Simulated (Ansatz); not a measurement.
# ZrTeSe monolayer, Janus: phonons and vibrational spectra, part 2 of 2

Aim: the vibrations of ZrTeSe monolayer, Janus, their spectra, and whether the structure is stable.

Ansatz 0.2.0; DFT PBEsol, scalar-relativistic, plane waves, PAW.

So far. Step 4 (Relaxing to small forces for the phonons): The largest force component left is 0.33 meV/Å, within the tolerances set. Step 5 (Modes at Γ): Before it was imposed, the acoustic sum rule was missed by 5.3e-5 eV/Å². Small misses are needed for a sound result but don't prove that mesh and cutoff are converged. The lowest optical mode is real, 97.3 cm⁻¹.

## (6) Phonons on a q mesh (continued)

The partial phonon density of states has structure finer than the step of the table below, so its rows give means over 5 cm⁻¹, whole bins alone (the curve runs from -15 to 265 cm⁻¹). Peaks (cm⁻¹: height): Se 136.3: 0.0511, 148.6: 0.0919, 187.2: 0.0488, 225.9: 0.0166; Te 60.6: 0.0321, 81.7: 0.0299, 94.1: 0.0503, 108.1: 0.0326, 136.3: 0.0331, 148.6: 0.0472; Zr 60.6: 0.0295, 94.1: 0.0371, 148.6: 0.0398, 187.2: 0.0387, 225.9: 0.0410.

Phonopy on the run's constants, 17x17x1 mesh, Gaussian sigma 2.0 cm-1. Interpolated from a 3×3×1 q mesh. The partial phonon density of states by wavenumber; means over each step; values in 1/cm⁻¹/cell:

```csv
wavenumber (cm⁻¹),Se,Te,Zr
-10,1.5e-4,2.2e-4,1.7e-4
-5,9.1e-4,0.00138,0.00105
0,6.9e-4,0.00110,8.0e-4
5,0.00137,0.00218,0.00159
10,0.00182,0.00296,0.00214
15,0.00274,0.00466,0.00326
20,0.00334,0.00572,0.00408
25,0.00333,0.00588,0.00419
30,0.00415,0.00733,0.00545
35,0.00516,0.00947,0.00691
40,0.00481,0.00894,0.00706
45,0.00532,0.0104,0.00810
50,0.00765,0.0154,0.0124
55,0.00814,0.0180,0.0152
60,0.0114,0.0278,0.0252
65,0.00639,0.0153,0.0127
70,0.00424,0.0103,0.00679
75,0.00339,0.0112,0.00507
80,0.00531,0.0231,0.00646
85,0.00583,0.0236,0.00735
90,0.00746,0.0302,0.0197
95,0.0107,0.0443,0.0326
100,0.00790,0.0278,0.0176
105,0.00843,0.0276,0.0141
110,0.0108,0.0306,0.0122
115,0.0135,0.0265,0.0108
120,0.0141,0.0152,0.00835
125,0.0143,0.0116,0.00607
130,0.0131,0.0122,0.00406
135,0.0376,0.0261,0.00542
140,0.0311,0.0169,0.00393
145,0.0485,0.0178,0.0176
150,0.0694,0.0402,0.0297
155,0.0285,0.0252,0.0108
160,0.0199,0.0165,0.0108
165,0.0121,0.00528,0.00734
170,0.00998,0.00260,0.00772
175,0.00834,0.00184,0.00766
180,0.0121,0.00102,0.00881
185,0.0392,0.00193,0.0275
190,0.0312,0.00344,0.0351
195,0.0124,0.00291,0.0232
200,0.00118,3.4e-4,0.00273
205,9.5e-6,2.4e-6,2.6e-5
210,1.2e-6,0,1.8e-6
215,5.3e-4,3.3e-5,0.00106
220,0.00823,6.4e-4,0.0177
225,0.0162,0.00172,0.0386
230,0.0111,0.00155,0.0299
235,0.00816,0.00144,0.0258
240,0.00567,0.00117,0.0200
245,0.00213,5.7e-4,0.00667
250,2.8e-4,8.9e-5,7.3e-4
255,1.6e-6,0,3.2e-6
```

Symmetry leaves 3 wavevectors to solve. The lowest mode among them, the acoustic zeros apart, lies at q = (0, 0.333, 0) and is real, 48.0 cm⁻¹. Between them the interpolated path dips to 5i cm⁻¹.

## (7) Another isotope, element Se, natural mass 78.971 amu

An isotope changes the mass and not the force constants, so no new electronic calculation is needed; the shifts show which modes move this element.

The same force constants with the mass of Se changed from 78.971 to 81.917 u (phonopy, no LO-TO term). Both lists are sorted by frequency; levels can cross, so a row need not hold one and the same mode. Modes under 3 cm⁻¹ are left out. Isotope shifts, by row:

```csv
q,rank,natural mass (cm⁻¹),changed mass (cm⁻¹)
0 0 0,4,97.34,97.11
0 0 0,5,97.34,97.11
0 0 0,6,150.4,148.8
0 0 0,7,150.4,148.8
0 0 0,8,154,152.6
0 0 0,9,247.2,246.1
0 0.3333 0,1,47.98,47.78
0 0.3333 0,2,68.29,68.07
0 0.3333 0,3,89.72,89.56
0 0.3333 0,4,101.4,101
0 0.3333 0,5,134.6,133.5
0 0.3333 0,6,146.4,144.4
0 0.3333 0,7,155.4,154.2
0 0.3333 0,8,191.3,189.9
0 0.3333 0,9,230,228.9
0.3333 0.3333 0,1,63.38,63.2
0.3333 0.3333 0,2,98.8,98.56
0.3333 0.3333 0,3,107.9,107.5
0.3333 0.3333 0,4,128,126.6
0.3333 0.3333 0,5,137,135.5
0.3333 0.3333 0,6,147.8,147.3
0.3333 0.3333 0,7,183.7,181.5
0.3333 0.3333 0,8,199.4,198.7
0.3333 0.3333 0,9,219.1,218
```

A mode of this element alone would shift by -1.81 %. The highest zone-centre frequency without the field goes from 247.2 to 246.1 cm⁻¹ (-0.4 %). The product of the frequency ratios over all optical modes at Γ is 0.961; the product rule, (m/m′)^(3k/2) (M′/M)^(3/2) with k = 1 such atoms and M the mass of the cell, gives 0.961.

## (8) Another isotope, element Te, natural mass 127.6 amu

The same for Te, from 127.60 to 129.91 u.

The same force constants with the mass of Te changed from 127.600 to 129.906 u (phonopy, no LO-TO term). Both lists are sorted by frequency; levels can cross, so a row need not hold one and the same mode. Modes under 3 cm⁻¹ are left out. Isotope shifts, by row:

```csv
q,rank,natural mass (cm⁻¹),changed mass (cm⁻¹)
0 0 0,4,97.34,96.85
0 0 0,5,97.34,96.85
0 0 0,6,150.4,150.4
0 0 0,7,150.4,150.4
0 0 0,8,154,153.3
0 0 0,9,247.2,247
0 0.3333 0,1,47.98,47.78
0 0.3333 0,2,68.29,67.97
0 0.3333 0,3,89.72,89.37
0 0.3333 0,4,101.4,100.9
0 0.3333 0,5,134.6,134.1
0 0.3333 0,6,146.4,146.3
0 0.3333 0,7,155.4,154.8
0 0.3333 0,8,191.3,191.2
0 0.3333 0,9,230,229.9
0.3333 0.3333 0,1,63.38,63.14
0.3333 0.3333 0,2,98.8,98.15
0.3333 0.3333 0,3,107.9,107.3
0.3333 0.3333 0,4,128,127.7
0.3333 0.3333 0,5,137,136.6
0.3333 0.3333 0,6,147.8,147
0.3333 0.3333 0,7,183.7,183.7
0.3333 0.3333 0,8,199.4,199.3
0.3333 0.3333 0,9,219.1,219.1
```

A mode of this element alone would shift by -0.89 %. The highest zone-centre frequency without the field goes from 247.2 to 247.0 cm⁻¹ (-0.1 %). The product of the frequency ratios over all optical modes at Γ is 0.985; the product rule, (m/m′)^(3k/2) (M′/M)^(3/2) with k = 1 such atoms and M the mass of the cell, gives 0.985.

## (9) Another isotope, element Zr, natural mass 91.222 amu

The same for Zr, from 91.22 to 95.91 u.

The same force constants with the mass of Zr changed from 91.222 to 95.908 u (phonopy, no LO-TO term). Both lists are sorted by frequency; levels can cross, so a row need not hold one and the same mode. Modes under 3 cm⁻¹ are left out. Isotope shifts, by row:

```csv
q,rank,natural mass (cm⁻¹),changed mass (cm⁻¹)
0 0 0,4,97.34,96.58
0 0 0,5,97.34,96.58
0 0 0,6,150.4,149
0 0 0,7,150.4,149
0 0 0,8,154,153.8
0 0 0,9,247.2,243.2
0 0.3333 0,1,47.98,47.56
0 0.3333 0,2,68.29,67.74
0 0.3333 0,3,89.72,88.68
0 0.3333 0,4,101.4,100.8
0 0.3333 0,5,134.6,134.2
0 0.3333 0,6,146.4,145.6
0 0.3333 0,7,155.4,155.1
0 0.3333 0,8,191.3,188.9
0 0.3333 0,9,230,226.1
0.3333 0.3333 0,1,63.38,62.7
0.3333 0.3333 0,2,98.8,98.41
0.3333 0.3333 0,3,107.9,107.2
0.3333 0.3333 0,4,128,127.5
0.3333 0.3333 0,5,137,136.8
0.3333 0.3333 0,6,147.8,146.8
0.3333 0.3333 0,7,183.7,182.3
0.3333 0.3333 0,8,199.4,195.9
0.3333 0.3333 0,9,219.1,215.4
```

A mode of this element alone would shift by -2.47 %. The highest zone-centre frequency without the field goes from 247.2 to 243.2 cm⁻¹ (-1.6 %). The product of the frequency ratios over all optical modes at Γ is 0.950; the product rule, (m/m′)^(3k/2) (M′/M)^(3/2) with k = 1 such atoms and M the mass of the cell, gives 0.950.

## (10) What came out

* space group after relaxation (within 0.01 Å): P3m1
* area per atom: 4.19 Å²
* electronic character: no gap on this mesh
* highest optical mode at the zone centre (no LO-TO term): 247 cm⁻¹
* lowest optical zone-centre mode: 97.3 cm⁻¹
* lowest mode on the q mesh (acoustic modes at Γ apart): 48.0 cm⁻¹
* highest frequency on the path or at a solved wavevector: 247 cm⁻¹
* imaginary modes on the 3×3×1 q mesh: none

**Reading.** No mode is imaginary at the 3 irreducible wavevectors solved, but between them the interpolated path dips to 5.2i cm⁻¹, so stability is not settled. The optical modes at Γ span 97 to 247 cm⁻¹. The highest mode in this list at Γ, 247.2 cm⁻¹, has its largest share on Zr (66 % of the kinetic energy). With no gap, or one that is small against the smearing, the frequencies hang on the k mesh and the smearing, most of all near Kohn anomalies. In a sheet or slab the interpolated bending branch near Γ is rough, since the rotational sum rule isn't imposed. A semilocal functional can close a gap that the real compound would have, so the metallic treatment may be an artefact of the level. Spin-orbit coupling is left out, which can matter for the heavy elements here. The starting cell was built on a prototype and not taken from a measurement. These are harmonic frequencies at zero temperature: anharmonic shifts, linewidths and thermal expansion are left out.

[Logs are printed without paths, hosts, clocks, repeated set-up lines and the standing remarks that a program may print on its own settings, such as how far it seeks lower states.]

[Hosts, paths, dates, database ids (printed as entryN), source tags and the programs' standing remarks are cut or masked in the printed files.]
